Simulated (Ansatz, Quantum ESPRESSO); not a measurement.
# ErH2 (Fm-3m): zone-centre phonons, part 2 of 3

Which modes does ErH2 (Fm-3m) have at the zone centre?

Quantum ESPRESSO 7.5; DFT PBEsol, scalar-relativistic, plane waves, PseudoDojo norm-conserving, 4f in core pseudopotentials.

So far. Step 2 (A probe with smearing): No gap opens on this mesh, so smearing is kept; the start stands at -3.7 GPa. Step 4 (Ground state): The cell stands at -0.022 GPa, close enough for phonons. The relaxed cell has a = 5.052 Å (conventional setting).

## 5. Zone-centre response

At q = 0 one unit cell holds all displacements; symmetry groups them into irreducible representations that are solved one by one. With smeared occupations no response to a homogeneous field can be asked.

The input, ph.in:

```
phonons
&inputph
   prefix = 'x'
   outdir = './tmp'
   fildyn = 'g.dyn'
   tr2_ph = 1.0d-18
   alpha_mix(1) = 0.4
   nmix_ph = 8
/
0.000000000 0.000000000 0.000000000
```

The run is started by

```sh
$ OMP_NUM_THREADS=1 mpirun -n 4 ph.x -nk 4 -in ph.in > ph.out
```

The program printed:

```text
[banners, grids, parts of the stress and lines that vanish by symmetry left out]
[banner, memory and clock lines left out]
Program PHONON v.7.5

     ./tmp/x.save/

     IMPORTANT: XC functional enforced from input :
     Exchange-correlation= PBESOL
                           (   1   4  10   8   0   0   0)
     Any further DFT definition will be discarded
     Please, verify this is what you really want

     G-vector sticks info

     Reading collected, re-writing distributed wavefunctions in ./tmp/

     Number and degeneracy of irreps per q-point
       N         xq(1)         xq(2)         xq(3)   N irreps
       1   0.000000000   0.000000000   0.000000000       3
        3   3   3

     Calculation of q =    0.0000000   0.0000000   0.0000000

     phonons

     bravais-lattice index     =            2
     lattice parameter (alat)  =       9.5473  a.u.
     unit-cell volume          =     217.5601 (a.u.)^3
     number of atoms/cell      =            3
     number of atomic types    =            2
     kinetic-energy cut-off    =      64.0000  Ry
     charge density cut-off    =     256.0000  Ry
     convergence threshold     =      1.0E-18
     beta                      =       0.4000
     number of iterations used =            8
     Exchange-correlation= PBESOL
                           (   1   4  10   8   0   0   0)

     celldm(1)=    9.54728  celldm(2)=    0.00000  celldm(3)=    0.00000
     celldm(4)=    0.00000  celldm(5)=    0.00000  celldm(6)=    0.00000

     crystal axes: (cart. coord. in units of alat)
               a(1) = ( -0.5000  0.0000  0.5000 )
               a(2) = (  0.0000  0.5000  0.5000 )
               a(3) = ( -0.5000  0.5000  0.0000 )

     reciprocal axes: (cart. coord. in units 2 pi/alat)
               b(1) = ( -1.0000 -1.0000  1.0000 )
               b(2) = (  1.0000  1.0000  1.0000 )
               b(3) = ( -1.0000  1.0000 -1.0000 )

     Atoms inside the unit cell:

     Cartesian axes

     site n.  atom      mass           positions (alat units)
        1  Er    167.2590   tau(    1) = (    0.00000    0.00000    0.00000  )
        2  H       1.0080   tau(    2) = (   -0.75000    0.75000    0.75000  )
        3  H       1.0080   tau(    3) = (   -0.25000    0.25000    0.25000  )

     Computing dynamical matrix for
                    q = (   0.0000000   0.0000000   0.0000000 )

     49 Sym.Ops. (with q -> -q+G )

     G cutoff =  591.0711  (  15065 G-vectors)     FFT grid: ( 36, 36, 36)

     number of k points=    72  Marzari-Vanderbilt smearing, width (Ry)=  0.0200
                       cart. coord. in units 2pi/alat
        k(    1) = (   0.0000000   0.0000000   0.0000000), wk =   0.0011574
        k(    2) = (  -0.0833333   0.0833333  -0.0833333), wk =   0.0092593
        k(    3) = (  -0.1666667   0.1666667  -0.1666667), wk =   0.0092593
        [... further k-points left out ...]

     PseudoPot. # 1 for Er read from file:
     ./pseudo/Er.upf
     Pseudo is Norm-conserving + core correction, Zval = 11.0
     Using radial grid of 1906 points,  7 beta functions with:
                l(1) =   0
                l(2) =   0
                l(3) =   1
                l(4) =   1
                l(5) =   2
                l(6) =   2
                l(7) =   3

     PseudoPot. # 2 for H  read from file:
     ./pseudo/H.upf
     Pseudo is Norm-conserving, Zval =  1.0
     Using radial grid of 1180 points,  3 beta functions with:
                l(1) =   0
                l(2) =   0
                l(3) =   1

     Mode symmetry, O_h (m-3m)  point group:

     Atomic displacements:
     There are    3 irreducible representations

     Representation     1      3 modes -  To be done

     Representation     2      3 modes -  To be done

     Representation     3      3 modes -  To be done

     Alpha used in Ewald sum =   2.6000

     Representation #   1 modes #   1   2   3

     Self-consistent Calculation
      thresh= 1.000E-02 alpha_mix =  0.400 |ddv_scf|^2 =  1.786E-08
      thresh= 1.337E-05 alpha_mix =  0.400 |ddv_scf|^2 =  3.077E-09
      thresh= 5.547E-06 alpha_mix =  0.400 |ddv_scf|^2 =  1.006E-11
      thresh= 3.172E-07 alpha_mix =  0.400 |ddv_scf|^2 =  1.581E-13
      thresh= 3.976E-08 alpha_mix =  0.400 |ddv_scf|^2 =  2.413E-14
      thresh= 1.554E-08 alpha_mix =  0.400 |ddv_scf|^2 =  3.045E-17
      thresh= 5.518E-10 alpha_mix =  0.400 |ddv_scf|^2 =  5.122E-18
      thresh= 2.263E-10 alpha_mix =  0.400 |ddv_scf|^2 =  5.936E-21

     End of self-consistent calculation

     Convergence has been achieved

     Representation #   2 modes #   4   5   6

     Self-consistent Calculation
      thresh= 1.000E-02 alpha_mix =  0.400 |ddv_scf|^2 =  4.913E-09
      thresh= 7.010E-06 alpha_mix =  0.400 |ddv_scf|^2 =  1.154E-09
      thresh= 3.397E-06 alpha_mix =  0.400 |ddv_scf|^2 =  1.893E-11
      thresh= 4.350E-07 alpha_mix =  0.400 |ddv_scf|^2 =  7.050E-13
      thresh= 8.396E-08 alpha_mix =  0.400 |ddv_scf|^2 =  2.230E-13
      thresh= 4.722E-08 alpha_mix =  0.400 |ddv_scf|^2 =  1.285E-15
[...]
End of self-consistent calculation

     Convergence has been achieved

     Representation #   3 modes #   7   8   9

     Self-consistent Calculation
[...]
thresh= 3.158E-05 alpha_mix =  0.400 |ddv_scf|^2 =  1.341E-09
      thresh= 3.662E-06 alpha_mix =  0.400 |ddv_scf|^2 =  7.431E-12
      thresh= 2.726E-07 alpha_mix =  0.400 |ddv_scf|^2 =  1.962E-12
      thresh= 1.401E-07 alpha_mix =  0.400 |ddv_scf|^2 =  4.114E-15
      thresh= 6.414E-09 alpha_mix =  0.400 |ddv_scf|^2 =  6.837E-17
      thresh= 8.269E-10 alpha_mix =  0.400 |ddv_scf|^2 =  1.837E-18
      thresh= 1.355E-10 alpha_mix =  0.400 |ddv_scf|^2 =  2.356E-20

     End of self-consistent calculation

     Convergence has been achieved

     Number of q in the star =    1
     List of q in the star:
          1   0.000000000   0.000000000   0.000000000

     Diagonalizing the dynamical matrix

     q = (    0.000000000   0.000000000   0.000000000 )

 **************************************************************************
     freq (    1) =      -0.151248 [THz] =      -5.045086 [cm-1]
     freq (    2) =      -0.151248 [THz] =      -5.045086 [cm-1]
     freq (    3) =      -0.151248 [THz] =      -5.045086 [cm-1]
     freq (    4) =      29.082789 [THz] =     970.097428 [cm-1]
     freq (    5) =      29.082789 [THz] =     970.097428 [cm-1]
     freq (    6) =      29.082789 [THz] =     970.097428 [cm-1]
     freq (    7) =      35.075188 [THz] =    1169.982320 [cm-1]
     freq (    8) =      35.075188 [THz] =    1169.982320 [cm-1]
     freq (    9) =      35.075188 [THz] =    1169.982320 [cm-1]
 **************************************************************************

     Mode symmetry, O_h (m-3m)  point group:

     freq (   1-   3) =         -5.0  [cm-1]   --> T_1u G_15  G_4- I
     freq (   4-   6) =        970.1  [cm-1]   --> T_1u G_15  G_4- I
     freq (   7-   9) =       1170.0  [cm-1]   --> T_2g G_25' G_5+ R
```

Run time: 1.7 min. Hardware: 4 MPI ranks of Arm Neoverse V2, shared host; 6.9 min of CPU time.

Numbers from this step:

| Item | Value |
| --- | --- |
| largest acoustic frequency at the zone centre before the sum rule | -5.05 cm⁻¹ |
| highest optical zone-centre mode (no LO-TO term) | 1170 cm⁻¹ |
| lowest optical zone-centre mode | 970.1 cm⁻¹ |

Optical modes; normalised displacements of the dynamical-matrix file. The modes at Γ (shares of kinetic energy by element, %):

| mode | frequency (cm⁻¹) | symmetry | Er % | H % |
| --- | --- | --- | --- | --- |
| 1 | 970.1 | T1u | 1 | 99 |
| 2 | 970.1 | T1u | 1 | 99 |
| 3 | 970.1 | T1u | 1 | 99 |
| 4 | 1170.0 | T2g | 0 | 100 |
| 5 | 1170.0 | T2g | 0 | 100 |
| 6 | 1170.0 | T2g | 0 | 100 |

Displacements in mode 2 (970.1 cm⁻¹), the largest set to 1:
```
Er1 -0.01  0.00 -0.01
H2   1.00 -0.34  0.51
H3   1.00 -0.34  0.51
```

Displacements in mode 6 (1170.0 cm⁻¹), the largest set to 1:
```
Er1  0.00  0.00  0.00
H2   0.50 -0.31 -1.00
H3  -0.50  0.31  1.00
```

The acoustic modes at Γ come out as far as 5.0 cm⁻¹ from zero, where they should vanish, a small numerical error.

## 6. Modes with the sum rule

A rigid shift of the crystal must cost nothing, but grids and finite bases break this; the acoustic sum rule is imposed before the matrix is diagonalised again.

The input, dynmat.in:

```
&input
   fildyn = 'g.dyn'
   asr = 'simple'
/
```

The run is started by

```sh
$ dynmat.x -in dynmat.in > dynmat.out
```

The program printed:

```text
[banner, memory and clock lines left out]
Program DYNMAT v.7.5

     Reading Dynamical Matrix from file g.dyn
     ...Force constants read
     ...epsilon and Z* not read (not found on file)
     A direction for q was not specified:TO-LO splitting will be absent

     Polarizability (A^3 units)
     multiply by 1.000000 for Clausius-Mossotti correction
         0.000000    0.000000    0.000000
         0.000000    0.000000    0.000000
         0.000000    0.000000    0.000000

     IR activities are in (D/A)^2/amu units

# mode   [cm-1]    [THz]      IR
    1     -0.00   -0.0000    0.0000
    2      0.00    0.0000    0.0000
    3      0.00    0.0000    0.0000
    4    970.75   29.1025    0.0000
    5    970.75   29.1025    0.0000
    6    970.75   29.1025    0.0000
    7   1170.53   35.0917    0.0000
    8   1170.53   35.0917    0.0000
    9   1170.53   35.0917    0.0000

[cm-1]
[end of the log left out, with the tail of the file of modes that dynmat.x writes under the same name]
```

Run time: 0.47 s. Hardware: 1 thread.

Numbers from this step:

```yaml
highest_optical_zone_centre_mode_no_lo_to_term: 1171 cm⁻¹
lowest_optical_zone_centre_mode: 970.8 cm⁻¹
```

Zone-centre frequencies as printed; negative means imaginary. Modes:

| mode | frequency (cm⁻¹) |
| --- | --- |
| 1 | 0 |
| 2 | 0 |
| 3 | 0 |
| 4 | 970.8 |
| 5 | 970.8 |
| 6 | 970.8 |
| 7 | 1171 |
| 8 | 1171 |
| 9 | 1171 |

The rule also moves an optical mode by 0.6 cm⁻¹.

## 7. Sum rules set otherwise (asr no)

Without the rule the raw error of the acoustic modes shows.

The input, dynmat.in:

```
&input
   fildyn = 'g.dyn'
   asr = 'no'
/
```

The run is started by

```sh
$ dynmat.x -in dynmat.in > dynmat.out
```

The program printed:

```text
[banner, memory and clock lines left out]
Program DYNMAT v.7.5

     Reading Dynamical Matrix from file g.dyn
     ...Force constants read
     ...epsilon and Z* not read (not found on file)
     A direction for q was not specified:TO-LO splitting will be absent

     Polarizability (A^3 units)
     multiply by 1.000000 for Clausius-Mossotti correction
         0.000000    0.000000    0.000000
         0.000000    0.000000    0.000000
         0.000000    0.000000    0.000000

     IR activities are in (D/A)^2/amu units

# mode   [cm-1]    [THz]      IR
    1     -5.05   -0.1513    0.0000
    2     -5.05   -0.1513    0.0000
    3     -5.05   -0.1513    0.0000
    4    970.10   29.0828    0.0000
    5    970.10   29.0828    0.0000
    6    970.10   29.0828    0.0000
    7   1169.98   35.0752    0.0000
    8   1169.98   35.0752    0.0000
    9   1169.98   35.0752    0.0000

[cm-1]
[end of the log left out, with the tail of the file of modes that dynmat.x writes under the same name]
```

Wall time 0.48 s (1 thread).

This step gave:

```
highest optical zone-centre mode (no LO-TO term) : 1170 cm⁻¹
lowest optical zone-centre mode                  : 970.1 cm⁻¹
```

Zone-centre frequencies as printed; negative means imaginary. Modes:

| mode | frequency (cm⁻¹) |
| --- | --- |
| 1 | -5.05 |
| 2 | -5.05 |
| 3 | -5.05 |
| 4 | 970.1 |
| 5 | 970.1 |
| 6 | 970.1 |
| 7 | 1170 |
| 8 | 1170 |
| 9 | 1170 |

Against the first rule no mode moves by more than 5.1 cm⁻¹.

## 8. Sum rules set otherwise: a sum rule for molecules or wires on a crystal

This rule also removes rotations, which suits molecules and not a crystal; it is tried to see the harm.

The input, dynmat.in:

```
&input
   fildyn = 'g.dyn'
   asr = 'zero-dim'
/
```

The run is started by

```sh
$ dynmat.x -in dynmat.in > dynmat.out
```

The program printed:

```text
[banner, memory and clock lines left out]
Program DYNMAT v.7.5

     Reading Dynamical Matrix from file g.dyn
     ...Force constants read
     ...epsilon and Z* not read (not found on file)
     Acoustic Sum Rule: || Z*(ASR) - Z*(orig)|| =    0.000000E+00
     Acoustic Sum Rule: ||dyn(ASR) - dyn(orig)||=    2.587873E-01
     A direction for q was not specified:TO-LO splitting will be absent

     Polarizability (A^3 units)
     multiply by 1.000000 for Clausius-Mossotti correction
         0.000000    0.000000    0.000000
         0.000000    0.000000    0.000000
         0.000000    0.000000    0.000000

     IR activities are in (D/A)^2/amu units

# mode   [cm-1]    [THz]      IR
    1     -0.00   -0.0000    0.0000
    2     -0.00   -0.0000    0.0000
    3     -0.00   -0.0000    0.0000
    4      0.00    0.0000    0.0000
    5      0.00    0.0000    0.0000
    6    970.48   29.0944    0.0000
    7   1169.98   35.0752    0.0000
    8   1190.28   35.6838    0.0000
    9   1190.28   35.6838    0.0000

[end of the log left out, with the tail of the file of modes that dynmat.x writes under the same name]
```

Run time: 0.47 s. Hardware: 1 thread.

The run ended normally, but on settings that are not sound.

The fault: a sum rule for molecules or wires on a crystal; 2 optical modes are projected out to zero frequency, as if they were rotations.

For a crystal the rule has to be 'simple' or 'crystal'.

Zone-centre frequencies as printed; negative means imaginary. Modes:

| mode | frequency (cm⁻¹) |
| --- | --- |
| 1 | 0 |
| 2 | 0 |
| 3 | 0 |
| 4 | 0 |
| 5 | 0 |
| 6 | 970.5 |
| 7 | 1170 |
| 8 | 1190 |
| 9 | 1190 |

[end of part 2 of 3]

[Host names and launcher messages were left out of these logs when they were recorded.]

[Logs are printed without paths, hosts, clocks, repeated set-up lines and the standing remarks that a program may print on its own settings, such as how far it seeks lower states.]

[Hosts, paths, dates, database ids (printed as entryN), source tags and the programs' standing remarks are cut or masked in the printed files.]
